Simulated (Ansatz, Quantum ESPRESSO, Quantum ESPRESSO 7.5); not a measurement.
# Ballistic transmission: Pb chain with one bond drawn out by 0.6 Å

Aim: the zero-bias transmission with pwcond for this junction: Pb chain with one bond drawn out by 0.6 Å.

Method: plane-wave DFT, LDA, GBRV ultrasoft pseudopotentials (cross-check by Ansatz 0.2.0 with PAW datasets), in Quantum ESPRESSO 7.5.

**1. The starting structure**

The cell holds 10 atoms: 10 Pb. Its edges and angles: a = 7.500 Å, b = 7.500 Å, c = 29.600 Å, α = 90.0°, β = 90.0°, γ = 90.0°. Regions: left lead, 5 atoms (5 Pb); right lead, 5 atoms (5 Pb). Vacuum lies along a and b. The structure is stacked along c, and the current runs across the ab planes.

**2. Ground state**

One periodic cell holds a stretch of lead, the junction and more lead; the atoms stay as built.

scf.in reads:

```
&control
  prefix = 'scf'
  outdir = './out'
  pseudo_dir = './pseudo'
  calculation = 'scf'
  tprnfor = .true.
/
&system
  ibrav = 0
  nat = 10
  ntyp = 1
  ecutwfc = 34
  ecutrho = 170
  occupations = 'smearing'
  smearing = 'mv'
  degauss = 0.01
/
&electrons
  conv_thr = 1e-07
  mixing_beta = 0.25
  electron_maxstep = 120
  mixing_mode = 'local-TF'
/
ATOMIC_SPECIES
  Pb  207.2000  pb_lda_v1.uspp.F.UPF
CELL_PARAMETERS angstrom
  7.50000000000000 0.00000000000000 0.00000000000000
  0.00000000000000 7.50000000000000 0.00000000000000
  0.00000000000000 0.00000000000000 29.60000000000000
ATOMIC_POSITIONS crystal
  Pb  0.500000000000 0.500000000000 0.000000000000
  Pb  0.500000000000 0.500000000000 0.097972972973
  Pb  0.500000000000 0.500000000000 0.195945945946
  Pb  0.500000000000 0.500000000000 0.293918918919
  Pb  0.500000000000 0.500000000000 0.391891891892
  Pb  0.500000000000 0.500000000000 0.510135135135
  Pb  0.500000000000 0.500000000000 0.608108108108
  Pb  0.500000000000 0.500000000000 0.706081081081
  Pb  0.500000000000 0.500000000000 0.804054054054
  Pb  0.500000000000 0.500000000000 0.902027027027
K_POINTS automatic
  1 1 3 0 0 0
```

Run with:

```bash
> OMP_NUM_THREADS=1 mpirun -n 4 pw.x -nk 1 -in scf.in > scf.out
```

What it wrote:

```text
Program PWSCF v.7.5 starts
[citation notice left out]

     Parallel version (MPI & OpenMP), running on       4 processor cores
     Number of MPI processes:                 4
     Threads/MPI process:                     1

     MPI processes distributed on     1 nodes
[...]
Current dimensions of program PWSCF are:
     Max number of different atomic species (ntypx) = 10
     Max number of k-points (npk) =  40000
     Max angular momentum in pseudopotentials (lmaxx) =  4
     Message from routine setup:
     using ibrav=0 with symmetry is DISCOURAGED, use correct ibrav instead

     R & G space division:  proc/nbgrp/npool/nimage =       4
     Subspace diagonalization in iterative solution of the eigenvalue problem:
     a serial algorithm will be used

     Parallelization info
     --------------------
     sticks:   dense  smooth     PW     G-vecs:    dense   smooth      PW
     Min         677     544    138               105167    75230    9594
     Max         678     545    139               105188    75243    9605
     Sum        2709    2177    553               420693   300943   38401

     Using Slab Decomposition

     bravais-lattice index     =            0
     lattice parameter (alat)  =      14.1729  a.u.
     unit-cell volume          =   11235.9769 (a.u.)^3
     number of atoms/cell      =           10
     number of atomic types    =            1
     number of electrons       =       140.00
     number of Kohn-Sham states=           84
     kinetic-energy cutoff     =      34.0000  Ry
     charge density cutoff     =     170.0000  Ry
     scf convergence threshold =      1.0E-07
     mixing beta               =       0.2500
     number of iterations used =            8  local-TF  mixing
     Exchange-correlation= SLA  PZ   NOGX NOGC
                           (   1   1   0   0   0   0   0)

     celldm(1)=  14.172946  celldm(2)=   0.000000  celldm(3)=   0.000000
     celldm(4)=   0.000000  celldm(5)=   0.000000  celldm(6)=   0.000000

     crystal axes: (cart. coord. in units of alat)
               a(1) = (   1.000000   0.000000   0.000000 )
               a(2) = (   0.000000   1.000000   0.000000 )
               a(3) = (   0.000000   0.000000   3.946667 )

     reciprocal axes: (cart. coord. in units 2 pi/alat)
               b(1) = (  1.000000  0.000000  0.000000 )
               b(2) = (  0.000000  1.000000  0.000000 )
               b(3) = (  0.000000  0.000000  0.253378 )

     PseudoPot. # 1 for Pb read from file:
     ./pseudo/pb_lda_v1.uspp.F.UPF
     Pseudo is Ultrasoft + core correction, Zval = 14.0
     Generated by new atomic code, or converted to UPF format
     Using radial grid of  899 points,  6 beta functions with:
                l(1) =   0
                l(2) =   0
                l(3) =   1
                l(4) =   1
                l(5) =   2
                l(6) =   2
     Q(r) pseudized with  6 coefficients,  rinner =    1.000   1.000   1.000
                                                       1.000   1.000

     atomic species   valence    mass     pseudopotential
     Pb               14.00   207.20000     Pb( 1.00)

      8 Sym. Ops. (no inversion) found

   Cartesian axes

     site n.     atom                  positions (alat units)
         1        Pb     tau(   1) = (   0.5000000   0.5000000   0.0000000  )
         2        Pb     tau(   2) = (   0.5000000   0.5000000   0.3866667  )
         3        Pb     tau(   3) = (   0.5000000   0.5000000   0.7733333  )
         4        Pb     tau(   4) = (   0.5000000   0.5000000   1.1600000  )
         5        Pb     tau(   5) = (   0.5000000   0.5000000   1.5466667  )
         6        Pb     tau(   6) = (   0.5000000   0.5000000   2.0133333  )
         7        Pb     tau(   7) = (   0.5000000   0.5000000   2.4000000  )
         8        Pb     tau(   8) = (   0.5000000   0.5000000   2.7866667  )
         9        Pb     tau(   9) = (   0.5000000   0.5000000   3.1733333  )
        10        Pb     tau(  10) = (   0.5000000   0.5000000   3.5600000  )

     number of k points=     2  Marzari-Vanderbilt smearing, width (Ry)=  0.0100
                       cart. coord. in units 2pi/alat
        k(    1) = (   0.0000000   0.0000000   0.0000000), wk =   0.6666667
        k(    2) = (   0.0000000   0.0000000   0.0844595), wk =   1.3333333

     Dense  grid:   420693 G-vectors     FFT dimensions: (  60,  60, 240)

     Smooth grid:   300943 G-vectors     FFT dimensions: (  54,  54, 216)

     Estimated max dynamical RAM per process >     465.62 MB

     Estimated total dynamical RAM >       1.82 GB

     Check: negative core charge=   -0.000002

     Initial potential from superposition of free atoms

     starting charge     139.9821, renormalised to     140.0000

     negative rho (up, down):  1.586E-01 0.000E+00
     Starting wfcs are   90 randomized atomic wfcs

     total cpu time spent up to now is        1.7 secs

     per-process dynamical memory:   125.8 Mb

     Self-consistent Calculation

     iteration #  1     ecut=    34.00 Ry     beta= 0.25
     Davidson diagonalization with overlap
     ethr =  1.00E-02,  avg # of iterations =  2.0

     Threshold (ethr) on eigenvalues was too large:
     Diagonalizing with lowered threshold

     Davidson diagonalization with overlap
     ethr =  1.75E-04,  avg # of iterations =  3.0

     negative rho (up, down):  1.588E-01 0.000E+00

     total cpu time spent up to now is        9.3 secs

     total energy              =   -1639.06776614 Ry
     estimated scf accuracy    <       0.27717004 Ry

     iteration #  2     ecut=    34.00 Ry     beta= 0.25
[...]
negative rho (up, down):  1.613E-01 0.000E+00

[...]
total energy              =   -1639.03121402 Ry
     estimated scf accuracy    <       0.15705553 Ry

     iteration #  3     ecut=    34.00 Ry     beta= 0.25
[...]
negative rho (up, down):  1.623E-01 0.000E+00

[...]
total energy              =   -1639.03378149 Ry
     estimated scf accuracy    <       0.02511567 Ry

     iteration #  4     ecut=    34.00 Ry     beta= 0.25
[...]
negative rho (up, down):  1.638E-01 0.000E+00

[...]
total energy              =   -1639.03037481 Ry
     estimated scf accuracy    <       0.03067802 Ry

     iteration #  5     ecut=    34.00 Ry     beta= 0.25
[...]
negative rho (up, down):  1.639E-01 0.000E+00

[...]
total energy              =   -1639.03172446 Ry
     estimated scf accuracy    <       0.00309628 Ry

     iteration #  6     ecut=    34.00 Ry     beta= 0.25
[...]
negative rho (up, down):  1.646E-01 0.000E+00

[...]
total energy              =   -1639.03201744 Ry
     estimated scf accuracy    <       0.00238044 Ry

     iteration #  7     ecut=    34.00 Ry     beta= 0.25
[...]
negative rho (up, down):  1.661E-01 0.000E+00

[...]
total energy              =   -1639.03221348 Ry
     estimated scf accuracy    <       0.00040950 Ry

     iteration #  8     ecut=    34.00 Ry     beta= 0.25
[...]
negative rho (up, down):  1.672E-01 0.000E+00

[...]
total energy              =   -1639.03233946 Ry
     estimated scf accuracy    <       0.00003903 Ry

     iteration #  9     ecut=    34.00 Ry     beta= 0.25
[...]
negative rho (up, down):  1.676E-01 0.000E+00

[...]
total energy              =   -1639.03237820 Ry
     estimated scf accuracy    <       0.00000690 Ry

     iteration # 10     ecut=    34.00 Ry     beta= 0.25
[...]
negative rho (up, down):  1.679E-01 0.000E+00

[...]
total energy              =   -1639.03238051 Ry
     estimated scf accuracy    <       0.00000393 Ry

     iteration # 11     ecut=    34.00 Ry     beta= 0.25
[...]
negative rho (up, down):  1.680E-01 0.000E+00

[...]
total energy              =   -1639.03238106 Ry
     estimated scf accuracy    <       0.00000061 Ry

     iteration # 12     ecut=    34.00 Ry     beta= 0.25
[...]
negative rho (up, down):  1.680E-01 0.000E+00

[...]
End of self-consistent calculation

          k = 0.0000 0.0000 0.0000 ( 37623 PWs)   bands (ev):

   -18.9008 -18.8188 -18.7169 -18.5688 -18.4828 -18.4730 -18.4730 -18.4659
   -18.4653 -18.4616 -18.4611 -18.4461 -18.4461 -18.4411 -18.4411 -18.3961
   -18.3961 -18.3269 -18.3269 -18.3105 -18.3101 -18.3099 -18.3095 -18.2833
   -18.2827 -18.2798 -18.2793 -18.2699 -18.2551 -18.2546 -18.2412 -18.2412
   -18.2313 -18.2307 -18.1554 -18.1554 -18.1228 -18.1228 -18.1222 -18.1222
   -18.1085 -18.0535 -18.0535 -18.0070 -18.0070 -17.9979 -17.9979 -17.9080
   -17.8276 -17.7695 -11.0465 -10.9111 -10.7639 -10.4120 -10.2331  -9.5818
    -9.2512  -8.3493  -8.0077  -7.3220  -3.7421  -2.5818  -2.3197  -2.1727
    -2.1727  -1.9987  -1.9987  -1.8918  -1.8918  -1.4249  -1.4249  -1.3016
    -1.3016  -0.5698  -0.5698  -0.3452  -0.3452  -0.0612   0.2259   0.4886
     0.4886   0.7100   0.7100   1.2220

          k = 0.0000 0.0000 0.0845 ( 37648 PWs)   bands (ev):

   -18.8986 -18.8282 -18.6912 -18.6105 -18.4697 -18.4697 -18.4659 -18.4653
   -18.4616 -18.4611 -18.4593 -18.4593 -18.4465 -18.4240 -18.4240 -18.4052
   -18.4052 -18.3239 -18.3239 -18.3105 -18.3101 -18.3099 -18.3095 -18.2922
   -18.2833 -18.2827 -18.2798 -18.2793 -18.2551 -18.2546 -18.2430 -18.2430
   -18.2313 -18.2307 -18.1544 -18.1544 -18.1228 -18.1228 -18.1222 -18.1222
   -18.0941 -18.0543 -18.0543 -18.0051 -18.0051 -17.9993 -17.9993 -17.9195
   -17.8180 -17.7730 -11.0411 -10.9351 -10.7074 -10.5179 -10.1022  -9.7373
    -9.0713  -8.5608  -7.8065  -7.4048  -3.5905  -3.0840  -2.1600  -2.1600
    -2.0546  -2.0546  -1.7907  -1.7907  -1.6906  -1.5907  -1.5907  -1.1110
    -1.1110  -0.8195  -0.7753  -0.7753  -0.1299  -0.1299   0.2778   0.2778
     0.8838   0.8839   1.0172   1.1650

     the Fermi energy is    -1.5461 ev

!    total energy              =   -1639.03238139 Ry
     estimated scf accuracy    <       0.00000008 Ry
     smearing contrib. (-TS)   =       0.00137416 Ry
     internal energy E=F+TS    =   -1639.03375555 Ry

     The total energy is F=E-TS. E is the sum of the following terms:
     one-electron contribution =   -1417.43994239 Ry
     hartree contribution      =     752.01252536 Ry
     xc contribution           =    -629.75291591 Ry
     ewald contribution        =    -343.85342260 Ry

     convergence has been achieved in  12 iterations

     negative rho (up, down):  1.680E-01 0.000E+00

     Forces acting on atoms (cartesian axes, Ry/au):

     atom    1 type  1   force =     0.00000000    0.00000000   -0.00301228
     atom    2 type  1   force =     0.00000000    0.00000000   -0.00552476
     atom    3 type  1   force =     0.00000000    0.00000000    0.01025776
     atom    4 type  1   force =     0.00000000    0.00000000    0.00448744
     atom    5 type  1   force =     0.00000000    0.00000000    0.00831678
     atom    6 type  1   force =     0.00000000    0.00000000   -0.00828522
     atom    7 type  1   force =     0.00000000    0.00000000   -0.00446707
     atom    8 type  1   force =     0.00000000    0.00000000   -0.01029435
     atom    9 type  1   force =     0.00000000    0.00000000    0.00552752
     atom   10 type  1   force =     0.00000000    0.00000000    0.00299418

     Total force =     0.021638     Total SCF correction =     0.000555

[...]
=------------------------------------------------------------------------------=
   JOB DONE.
=------------------------------------------------------------------------------=
```

Elapsed: 61 s, on 4 MPI ranks of Arm Neoverse V2, shared host; peak memory 1.5 GiB.

Numbers from this step:

| Item | Value |
| --- | --- |
| free energy | -22300.1716 eV |
| Fermi energy | -1.546 eV |

The program's own clock; routines nest. Time by routine:

```csv
routine,wall time (s),calls
PWSCF,60.05,1
electrons,57.4,1
c_bands,39.27,13
cegterg,38.54,26
h_psi,24.84,128
fftw,20.97,13016
vloc_psi,18.64,128
sum_band,9.24,13
mix_rho,5.13,13
calbec,4.53,162
newd,3.85,13
ffts,3.26,1379
h_psi:calbec,2.99,128
add_vuspsi,2.99,128
```

The run needed 12 iterations to bring the estimated error under 1e-07 Ry; the largest force on any atom, held or free, is 0.26 eV/Å.

[end of part 1 of 4]

[Logs are printed without paths, hosts, clocks, repeated set-up lines and the standing remarks that a program may print on its own settings, such as how far it seeks lower states.]

[Hosts, paths, dates, database ids (printed as entryN), source tags and the programs' standing remarks are cut or masked in the printed files.]

[Maps of the electrostatic potential energy from Ansatz leave out the sawtooth potential of an applied field or a dipole correction, so their vacuum need not be flat; planar profiles and work functions include it.]
